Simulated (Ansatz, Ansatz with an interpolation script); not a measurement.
## SnO2 (Cassiterite): what limits a Wannier interpolation of GW

How do the Wannier model and the GW settings move the interpolated bands of SnO2 (Cassiterite)?

Method: maximally localised Wannier functions, LDA, plane waves, PAW; PAW set soft_1, in Ansatz 0.2.0.

## 1. Set-up

Symmetry: P4_2/mnm, No. 136, tetragonal system. Conventional cell: a = 4.738 Å, b = 4.738 Å, c = 3.187 Å, α = 90.00°, β = 90.00°, γ = 90.00°. Nearest to Sn lie 6 O at 2.05 to 2.06 Å. O has 3 Sn at 2.05 to 2.06 Å nearest. Farther neighbours and most contacts between anions are not listed.

As a file:

```cif
data_structure
_symmetry_space_group_name_H-M 'P4_2/mnm'
_symmetry_Int_Tables_number 136
_cell_length_a 4.7380
_cell_length_b 4.7380
_cell_length_c 3.1865
_cell_angle_alpha 90.000
_cell_angle_beta 90.000
_cell_angle_gamma 90.000
_cell_volume 71.53
loop_
_atom_site_label
_atom_site_type_symbol
_atom_site_symmetry_multiplicity
_atom_site_Wyckoff_symbol
_atom_site_fract_x
_atom_site_fract_y
_atom_site_fract_z
_atom_site_occupancy
Sn1 Sn 2 a 0.00000 0.00000 0.00000 1
O1 O 4 f 0.30710 0.30710 0.00000 1
```

The cell and positions come from the Crystallography Open Database and are kept as given unless a step says otherwise.

## 2. Wannier model on 8×8×12

Input file input.yaml:

```yaml
crystal:
  lattice:
    - [4.738, 0.0, 0.0]
    - [0.0, 4.738, 0.0]
    - [0.0, 0.0, 3.1865]
  atoms:
    - { symbol: Sn, position: [0.0, 0.0, 0.0] }
    - { symbol: Sn, position: [0.5, 0.5, 0.5] }
    - { symbol: O, position: [0.3071, 0.3071, 0.0] }
    - { symbol: O, position: [0.1929, 0.8071, 0.5] }
    - { symbol: O, position: [0.6929, 0.6929, 0.0] }
    - { symbol: O, position: [0.8071, 0.1929, 0.5] }
kpoints:
  mp_grid: { grid: [4, 4, 6] }
hamiltonian:
  xc: lda
  pseudopotentials: { kind: paw, azcp: { folder: soft_1 }, xc_functional: pbe }
scf:
  occupations: { method: fixed }
  n_extra_bands: 38
output:
  wannier:
    kmesh: [8, 8, 12]
    projections:
      - { species: O, l: p, shell: 2 }
      - { species: Sn, l: s, shell: 5 }
      - { species: Sn, l: p, shell: 5 }
    minimise: true
    write_hr: true
    seedname: w
    conv_tol: 1.0e-06
    max_iter: 20000
    stability_check: false
    disentanglement:
      window: [0.77, 22.41]
      frozen_window: [0.77, 13.34]
      conv_tol: 1.0e-08
```

On the command line:

```
$ ansatz run input.yaml --threads 3 --pin off --max-ram 92160MiB --backend cuda --events-out ev --progress --plain --runs-dir out --devices 1 --max-vram 13GiB
```

Numbers of over 12 decimals in the logs are rounded to 6 here.

Log:

```text
scf.n_extra_bands = 38 over 26 filled bands (N_el = 52.0): the run solves 64 bands
GPUs: using 1 of 1 available (devices: 1).
Engine: ansatz 0.2.0, x86_64-unknown-linux-gnu
Pseudopotentials: kind: paw
Pseudopotential: Sn, paw, valence charge 14, recommended cutoff 420 eV (normal), soft_1/Sn.paw.azcp
Pseudopotential: O, paw, valence charge 6, recommended cutoff 420 eV (normal), soft_1/O.paw.azcp
Functional definition: SPW92
  exchange = slater_x
  correlation = pw_c
device memory: the entry about to start is reckoned to put 1.6 GiB on a device that reports 42.8 GiB free (of which the cap on the GPU budget leaves the run 13.0 GiB)
GPU FFT provider: cuFFT
GPU libraries: cuBLAS 13.8.2, cuFFT 12.4.0, cuSOLVER 12.3.4
Crystal: 6 atoms, lattice volume = 71.533 Å³
Basis set: ecut = 420 eV, 1411 PW (Γ)
Bands: 64, of which v1, the nominal top of the filled ones, is band 26 counted from 1 (25 counted from 0)
Symmetry: 16 space group operations
Space group: P42/mnm (ITA 136), of the structure as read, at distance tolerance 4.2e-5 Å
k-points: 24 of 96
Non-local potential: Sn, projectors of the file, l = 0: 2, l = 1: 2, l = 2: 2, l = 3: 1
Non-local potential: O, projectors of the file, l = 0: 2, l = 1: 2, l = 2: 1
PAW form: soft (Blöchl's): semilocal exchange-correlation on the pseudo side does not see the compensation charge
PAW frozen core: Sn, regenerated for the run's functional, and the local potential with it (the file was generated under x = pbe(κ = 0.804, μ = 0.219515), c = pbe(β = 0.066725))
PAW frozen core: O, regenerated for the run's functional, and the local potential with it (the file was generated under x = pbe(κ = 0.804, μ = 0.219515), c = pbe(β = 0.066725))
PAW one-centre angular grid: Sn, 590 points (default); XC on 64 Gauss nodes
PAW one-centre angular grid: O, 110 points (default); XC on 64 Gauss nodes
Initial density: superposition of atomic densities (chi_scale 0.1, normalization cell, long waves kept (reshape's long-wave potential 0.00 eV rms))
Initial wavefunctions: pseudopotential atomic-orbital guess
GPU buffer pool allocated for 24576 grid points (all kernels)
GPU transforms: local potential and band sums: pruned to the plane-wave sphere, on 32×32×24
Functional: x = slater, c = lda
SCF iter   1: F=—  HF=-13981.255782 eV  |F-HF|=—  |Δ(HF+E_count)|=         —  Δρ=6.92e-2  dr2=2.59e0  ethr=3.10e-3  ⟨swp⟩=4.0  Hψ=5406  notcnv=0  defer=861
preconditioner: auto → Resta (q_TF=auto, 2.587 Å⁻¹)  ε∞=1.9  [insulator: Δε(μ)=1.575 eV  Ē_g=33.082 eV  n_scr=18 (ndim 8)  ℏωp=31.7 eV  f_vac=0.000  ε∞_Penn≈1.9]
SCF iter   2: F=—  HF=-13980.630524 eV  |F-HF|=—  |Δ(HF+E_count)|=   6.25e-1  Δρ=3.38e-2  dr2=3.63e-1  ethr=3.10e-3  ⟨swp⟩=2.8  Hψ=2128  notcnv=0  defer=862
SCF iter   3: F=—  HF=-13980.553408 eV  |F-HF|=—  |Δ(HF+E_count)|=   7.71e-2  Δρ=1.12e-2  dr2=7.63e-2  ethr=6.99e-4  ⟨swp⟩=3.0  Hψ=1428  notcnv=0  defer=864
SCF iter   4: F=—  HF=-13980.535785 eV  |F-HF|=—  |Δ(HF+E_count)|=   1.76e-2  Δρ=1.73e-3  dr2=1.09e-3  ethr=1.47e-4  ⟨swp⟩=2.2  Hψ=1057  notcnv=0  defer=864
SCF iter   5: F=—  HF=-13980.535811 eV  |F-HF|=—  |Δ(HF+E_count)|=   2.58e-5  Δρ=4.11e-4  dr2=5.63e-5  ethr=2.09e-6  ⟨swp⟩=2.3  Hψ=1106  notcnv=0  defer=864
SCF iter   6: F=—  HF=-13980.536037 eV  |F-HF|=—  |Δ(HF+E_count)|=   2.26e-4  Δρ=6.87e-5  dr2=2.73e-6  ethr=1.08e-7  ⟨swp⟩=1.5  Hψ=1709  notcnv=0  defer=770
SCF iter   7: F=-13980.536036 eV  HF=-13980.536036 eV  |F-HF|=7.08e-9  |Δ(HF+E_count)|=   6.61e-7  Δρ=7.38e-6  dr2=2.52e-8  ethr=1.92e-10  ⟨swp⟩=13.9  Hψ=12411  notcnv=0
SCF 1 converged in 7 iterations: F = -13980.536036 eV  dr2 = 2.52e-8
[...]
device memory: the entry about to start is reckoned to put 1.6 GiB (of the 1.7 GiB reckoned in all, the device holds 0.1 GiB already) on a device that reports 43.3 GiB free (of which the cap on the GPU budget leaves the run 12.9 GiB)
NSCF: frozen V_eff on 24 k-points, pencils in batches of 32, up to order 256
[...]
device memory: the entry about to start is reckoned to put 1.8 GiB on a device that reports 45.3 GiB free (of which the cap on the GPU budget leaves the run 13.0 GiB)
NSCF: frozen V_eff on 109 k-points
the Wannier pass solved 109 of the 768 points of its mesh, and has the states at the others by symmetry: states obtained by the crystal's operations at points that were solved too leave a residual of 3.53e-13 eV (read by the count's bands and the next), within 6.67e-6 eV
SCF converged after 7 iterations
Free energy (F): -13980.536036 eV
Harris-Foulkes:  -13980.536036 eV  (|F-HF|=7.08e-9)
Internal energy: -13980.536036 eV  (E = F + TS)
E sigma→0 (E₀):  -13980.536036 eV
Fermi energy:    9.195576 eV
--- Per-component energies (eV) ---
  E_band       = -129.289356
  E_kinetic    = 1016.746246
  E_local      = -3173.228562  (includes V_loc(G=0)·N_el)
  E_nonlocal   = 518.387868
  E_hartree    = 1436.799169
  E_xc         = -529.892485
  E_vxc        = -523.022198  (∫ρ·V_xc dr)
  E_paw        = -9067.737962  (= ΣΔE_a)
  E_vpaw       = -841.772871  (= ΣTr[D̂ρ^β])
  E_aug_tail   = 0.004001  (compensation charges beyond the density's cutoff)
  E_ewald      = -4182.851779
  E_core_change = 1.237468  (= ΣΔE_core)
  E_smearing   = -0.000000  (= −TS)
  E_closure    = 0.000000  (closes the sum)
  Σ components = -13980.536036   (vs F -13980.536036, Δ=0.00e0)
--- Band table (eV; the first three rows and the last of 24) ---
  k-point 0: bands = [... 22 lower, 7.9417, 8.3984, 8.3984, 9.1956, 10.3352, 15.1100, 15.3133, 15.3133, ... 34 higher]
  k-point 1: bands = [... 22 lower, 7.0014, 8.4214, 8.4214, 8.9594, 11.8325, 15.6187, 16.4020, 16.4020, ... 34 higher]
  k-point 2: bands = [... 22 lower, 6.7277, 8.1875, 8.1875, 8.3251, 13.8573, 15.9277, 17.7698, 18.3727, ... 34 higher]
  k-point 23: bands = [... 22 lower, 8.2011, 8.2011, 8.3525, 8.3525, 13.9138, 13.9138, 17.8003, 17.8003, ... 34 higher]
```

The job ended after 22 s (1 × NVIDIA H100 80GB HBM3 (shared by 6 runs) with 3 threads of AMD EPYC 7R13 (Zen 3), shared host; peak memory 1.3 GiB).

In the SCF lines HF is the Harris–Foulkes energy and dr2 the Hartree energy of the density residual, in eV; the loop may stop once dr2 is under the threshold and the program's other checks hold. Hψ counts applications of the Hamiltonian.

The run ended with an error after its SCF cycle had converged; no result of it is taken.

## 3. Wannier model on 8×8×12

Localised functions give a small Hamiltonian that interpolates between mesh points at no cost.

Changes to input.yaml since step 2:

```diff
@@ -34,4 +34,4 @@
     disentanglement:
-      window: [0.77, 22.41]
-      frozen_window: [0.77, 13.34]
+      window: [0.77, 24.67]
+      frozen_window: [0.77, 14.34]
       conv_tol: 1.0e-08
```

Log:

```text
[...]
GPUs: using 1 of 1 available (devices: 1).
[...]
GPU FFT provider: cuFFT
GPU libraries: cuBLAS 13.8.2, cuFFT 12.4.0, cuSOLVER 12.3.4
Crystal: 6 atoms, lattice volume = 71.533 Å³
Basis set: ecut = 420 eV, 1411 PW (Γ)
Bands: 64, of which v1, the nominal top of the filled ones, is band 26 counted from 1 (25 counted from 0)
Symmetry: 16 space group operations
[...]
k-points: 24 of 96
[...]
GPU buffer pool allocated for 24576 grid points (all kernels)
[...]
SCF iter   1: F=—  HF=-13981.255782 eV  |F-HF|=—  |Δ(HF+E_count)|=         —  Δρ=6.92e-2  dr2=2.59e0  ethr=3.10e-3  ⟨swp⟩=4.0  Hψ=5406  notcnv=0  defer=861
[...]
SCF iter   7: F=-13980.536036 eV  HF=-13980.536036 eV  |F-HF|=7.08e-9  |Δ(HF+E_count)|=   6.61e-7  Δρ=7.38e-6  dr2=2.52e-8  ethr=1.92e-10  ⟨swp⟩=13.9  Hψ=12411  notcnv=0
SCF 1 converged in 7 iterations: F = -13980.536036 eV  dr2 = 2.52e-8
[...]
NSCF: frozen V_eff on 24 k-points, pencils in batches of 32, up to order 256
[...]
NSCF: frozen V_eff on 109 k-points
[...]
SCF converged after 7 iterations
Free energy (F): -13980.536036 eV
[...]
Internal energy: -13980.536036 eV  (E = F + TS)
E sigma→0 (E₀):  -13980.536036 eV
Fermi energy:    9.195576 eV
[...]
--- Band table (eV; the first three rows and the last of 24) ---
  k-point 0: bands = [... 22 lower, 7.9417, 8.3984, 8.3984, 9.1956, 10.3352, 15.1100, 15.3133, 15.3133, ... 34 higher]
  k-point 1: bands = [... 22 lower, 7.0014, 8.4214, 8.4214, 8.9594, 11.8325, 15.6187, 16.4020, 16.4020, ... 34 higher]
  k-point 2: bands = [... 22 lower, 6.7277, 8.1875, 8.1875, 8.3251, 13.8573, 15.9277, 17.7698, 18.3727, ... 34 higher]
  k-point 23: bands = [... 22 lower, 8.2011, 8.2011, 8.3525, 8.3525, 13.9138, 13.9138, 17.8003, 17.8003, ... 34 higher]
Wannier search: line search 1 of at most 20000: gauge-dependent spread (as the search counts it) 6.1627210 Å², largest recent change 4.9e-1 Å² against conv_tol 1.0e-6 Å², 0 stops escaped
```

The job ended after 33 s (1 × NVIDIA H100 80GB HBM3 (shared by 6 runs) with 3 threads; peak memory 1.3 GiB).

This step gave:

```yaml
gauge_invariant_spread: 22.59 Å²
diagonal_spread: 8.47e-4 Å²
off_diagonal_spread: 5.758 Å²
total_spread: 28.35 Å²
least_projectability: 0.3205
localisation_steps: 53
disentanglement_steps: 262
r_m_s_interpolation_error: 4.84e-4 eV
r_m_s_error_near_the_gap: 6.97e-4 eV
```

Near the gap the model misses directly solved bands by 0.7 meV r.m.s. and by 8 meV at most in the window tested. This tests the starting bands, not the corrections carried with them.

Frozen up to 5.14 eV; above it the model need not follow the bands. Electronic bands along the path, in eV, zero at the valence-band top:

```
    point  band 23  band 24  band 25  band 26  band 27  band 28  band 29  band 30
        Γ    -1.25    -0.80    -0.80     0.00     1.14     6.12     6.12     6.43
  halfway    -1.24    -1.22    -0.76    -0.30     2.44     5.60     6.45     6.66
        X    -1.21    -1.21    -0.65    -0.65     4.29     4.29     6.95     6.95
  halfway    -1.27    -1.27    -0.79    -0.79     4.47     4.47     7.14     7.14
        M    -1.33    -1.33    -0.91    -0.91     4.66     4.66     7.33     7.33
  halfway    -1.29    -1.21    -0.85    -0.49     3.20     5.28     6.78     6.85
        Γ    -1.25    -0.80    -0.80     0.00     1.14     6.12     6.12     6.43
  halfway    -2.56    -0.86    -0.86    -0.51     3.71     6.72     8.20     8.20
        Z    -1.70    -1.70    -1.28    -1.28     6.17     6.17    10.32    10.32
  halfway    -1.46    -1.46    -1.15    -1.15     6.28     6.28     8.80     8.80
        R    -1.12    -1.12    -0.72    -0.72     6.49     6.49     7.85     7.85
  halfway    -1.05    -1.05    -1.00    -1.00     5.37     5.37     8.60     8.60
        A    -0.99    -0.99    -0.84    -0.84     4.72     4.72     8.60     8.60
  halfway    -1.30    -1.28    -1.06    -1.02     5.61     6.14     7.90    10.00
        Z    -1.70    -1.70    -1.28    -1.28     6.17     6.17    10.32    10.32
jump to X    -1.21    -1.21    -0.65    -0.65     4.29     4.29     6.95     6.95
  halfway    -1.31    -1.31    -0.85    -0.85     5.42     5.42     8.63     8.63
        R    -1.12    -1.12    -0.72    -0.72     6.49     6.49     7.85     7.85
jump to M    -1.33    -1.33    -0.91    -0.91     4.66     4.66     7.33     7.33
  halfway    -0.89    -0.89    -0.88    -0.88     4.98     4.98     8.64     8.64
        A    -0.99    -0.99    -0.84    -0.84     4.72     4.72     8.60     8.60
```

The same for Kohn-Sham, solved directly:

```csv
point,band 23,band 24,band 25,band 26,band 27,band 28,band 29,band 30
Γ,-1.25,-0.80,-0.80,0.00,1.14,5.91,6.12,6.12
X,-1.21,-1.21,-0.65,-0.65,4.29,4.29,6.84,6.84
M,-1.33,-1.33,-0.91,-0.91,4.66,4.66,7.31,7.31
Γ,-1.25,-0.80,-0.80,0.00,1.14,5.91,6.12,6.12
Z,-1.70,-1.70,-1.28,-1.28,6.02,6.02,9.52,9.52
R,-1.12,-1.12,-0.72,-0.72,6.29,6.29,7.85,7.85
A,-0.99,-0.99,-0.84,-0.84,4.72,4.72,8.60,8.60
Z,-1.70,-1.70,-1.28,-1.28,6.02,6.02,9.52,9.52
X,-1.21,-1.21,-0.65,-0.65,4.29,4.29,6.84,6.84
R,-1.12,-1.12,-0.72,-0.72,6.29,6.29,7.85,7.85
M,-1.33,-1.33,-0.91,-0.91,4.66,4.66,7.31,7.31
A,-0.99,-0.99,-0.84,-0.84,4.72,4.72,8.60,8.60
```

## 4. Wannier model on 4×4×6

Changes to input.yaml since step 3:

```diff
@@ -22,3 +22,3 @@
   wannier:
-    kmesh: [8, 8, 12]
+    kmesh: [4, 4, 6]
     projections:
```

Log:

```text
[...]
GPUs: using 1 of 1 available (devices: 1).
[...]
GPU FFT provider: cuFFT
GPU libraries: cuBLAS 13.8.2, cuFFT 12.4.0, cuSOLVER 12.3.4
Crystal: 6 atoms, lattice volume = 71.533 Å³
Basis set: ecut = 420 eV, 1411 PW (Γ)
Bands: 64, of which v1, the nominal top of the filled ones, is band 26 counted from 1 (25 counted from 0)
Symmetry: 16 space group operations
[...]
k-points: 24 of 96
[...]
GPU buffer pool allocated for 24576 grid points (all kernels)
[...]
SCF iter   1: F=—  HF=-13981.255782 eV  |F-HF|=—  |Δ(HF+E_count)|=         —  Δρ=6.92e-2  dr2=2.59e0  ethr=3.10e-3  ⟨swp⟩=4.0  Hψ=5406  notcnv=0  defer=861
[...]
SCF iter   7: F=-13980.536036 eV  HF=-13980.536036 eV  |F-HF|=7.08e-9  |Δ(HF+E_count)|=   6.61e-7  Δρ=7.38e-6  dr2=2.52e-8  ethr=1.92e-10  ⟨swp⟩=13.9  Hψ=12411  notcnv=0
SCF 1 converged in 7 iterations: F = -13980.536036 eV  dr2 = 2.52e-8
[...]
SCF converged after 7 iterations
Free energy (F): -13980.536036 eV
[...]
Internal energy: -13980.536036 eV  (E = F + TS)
E sigma→0 (E₀):  -13980.536036 eV
Fermi energy:    9.195576 eV
[...]
--- Band table (eV; the first three rows and the last of 24) ---
  k-point 0: bands = [... 22 lower, 7.9417, 8.3984, 8.3984, 9.1956, 10.3352, 15.1100, 15.3133, 15.3133, ... 34 higher]
  k-point 1: bands = [... 22 lower, 7.0014, 8.4214, 8.4214, 8.9594, 11.8325, 15.6187, 16.4020, 16.4020, ... 34 higher]
  k-point 2: bands = [... 22 lower, 6.7277, 8.1875, 8.1875, 8.3251, 13.8573, 15.9277, 17.7698, 18.3727, ... 34 higher]
  k-point 23: bands = [... 22 lower, 8.2011, 8.2011, 8.3525, 8.3525, 13.9138, 13.9138, 17.8003, 17.8003, ... 34 higher]
[...]
```

It took 10 s on 1 × NVIDIA H100 80GB HBM3 (shared by 6 runs) with 3 threads; peak memory 0.96 GiB; 5.3 s of CPU time.

Numbers from this step:

* gauge-invariant spread: 21.38 Å²
* diagonal spread: 8.82e-4 Å²
* off-diagonal spread: 5.551 Å²
* total spread: 26.94 Å²
* least projectability: 0.3194
* localisation steps: 24
* disentanglement steps: 80
* r.m.s. interpolation error: 0.002595 eV
* r.m.s. error near the gap: 0.003652 eV

Near the gap the model misses directly solved bands by 3.7 meV r.m.s. and by 45 meV at most in the window tested. This tests the starting bands, not the corrections carried with them.

Frozen up to 5.14 eV; above it the model need not follow the bands. Electronic bands along the path, in eV, zero at the valence-band top; v1 is the highest filled band, c1 the lowest empty one:

```
    point     v4     v3     v2     v1    c1    c2     c3     c4
        Γ  -1.25  -0.80  -0.80   0.00  1.14  6.12   6.12   6.53
  halfway  -1.24  -1.22  -0.76  -0.30  2.44  5.67   6.47   6.69
        X  -1.21  -1.21  -0.65  -0.65  4.29  4.29   6.97   6.97
  halfway  -1.27  -1.27  -0.79  -0.79  4.47  4.47   7.14   7.14
        M  -1.33  -1.33  -0.91  -0.91  4.66  4.66   7.33   7.33
  halfway  -1.29  -1.21  -0.85  -0.49  3.20  5.37   6.79   6.85
        Γ  -1.25  -0.80  -0.80   0.00  1.14  6.12   6.12   6.53
  halfway  -2.56  -0.86  -0.86  -0.51  3.70  6.72   8.28   8.28
        Z  -1.70  -1.70  -1.28  -1.28  6.17  6.17  10.53  10.53
  halfway  -1.46  -1.46  -1.15  -1.15  6.28  6.28   8.87   8.87
        R  -1.12  -1.12  -0.72  -0.72  6.51  6.51   7.85   7.85
  halfway  -1.05  -1.05  -1.00  -1.00  5.42  5.42   8.59   8.59
        A  -0.99  -0.99  -0.84  -0.84  4.72  4.72   8.60   8.60
  halfway  -1.30  -1.28  -1.06  -1.02  5.63  6.19   7.92  10.01
        Z  -1.70  -1.70  -1.28  -1.28  6.17  6.17  10.53  10.53
jump to X  -1.21  -1.21  -0.65  -0.65  4.29  4.29   6.97   6.97
  halfway  -1.31  -1.31  -0.85  -0.85  5.42  5.42   8.62   8.62
        R  -1.12  -1.12  -0.72  -0.72  6.51  6.51   7.85   7.85
jump to M  -1.33  -1.33  -0.91  -0.91  4.66  4.66   7.33   7.33
  halfway  -0.89  -0.89  -0.88  -0.88  4.98  4.98   8.65   8.65
        A  -0.99  -0.99  -0.84  -0.84  4.72  4.72   8.60   8.60
```

The same for Kohn-Sham, solved directly:

```
point     v4     v3     v2     v1    c1    c2    c3    c4
    Γ  -1.25  -0.80  -0.80   0.00  1.14  5.91  6.12  6.12
    X  -1.21  -1.21  -0.65  -0.65  4.29  4.29  6.84  6.84
    M  -1.33  -1.33  -0.91  -0.91  4.66  4.66  7.31  7.31
    Γ  -1.25  -0.80  -0.80   0.00  1.14  5.91  6.12  6.12
    Z  -1.70  -1.70  -1.28  -1.28  6.02  6.02  9.52  9.52
    R  -1.12  -1.12  -0.72  -0.72  6.29  6.29  7.85  7.85
    A  -0.99  -0.99  -0.84  -0.84  4.72  4.72  8.60  8.60
    Z  -1.70  -1.70  -1.28  -1.28  6.02  6.02  9.52  9.52
    X  -1.21  -1.21  -0.65  -0.65  4.29  4.29  6.84  6.84
    R  -1.12  -1.12  -0.72  -0.72  6.29  6.29  7.85  7.85
    M  -1.33  -1.33  -0.91  -0.91  4.66  4.66  7.31  7.31
    A  -0.99  -0.99  -0.84  -0.84  4.72  4.72  8.60  8.60
```

[end of part 1 of 2]

[Paths, hosts, dates, memory and timing lines, banners, echoed tables and standing remarks are left out of the program output.]

[Logs are printed without paths, hosts, clocks, repeated set-up lines and the standing remarks that a program may print on its own settings, such as how far it seeks lower states.]

[Runs of the session that timed out or met a known fault of the program may be left out.]

[Hosts, paths, dates, database ids (printed as entryN), source tags and the programs' standing remarks are cut or masked in the printed files.]
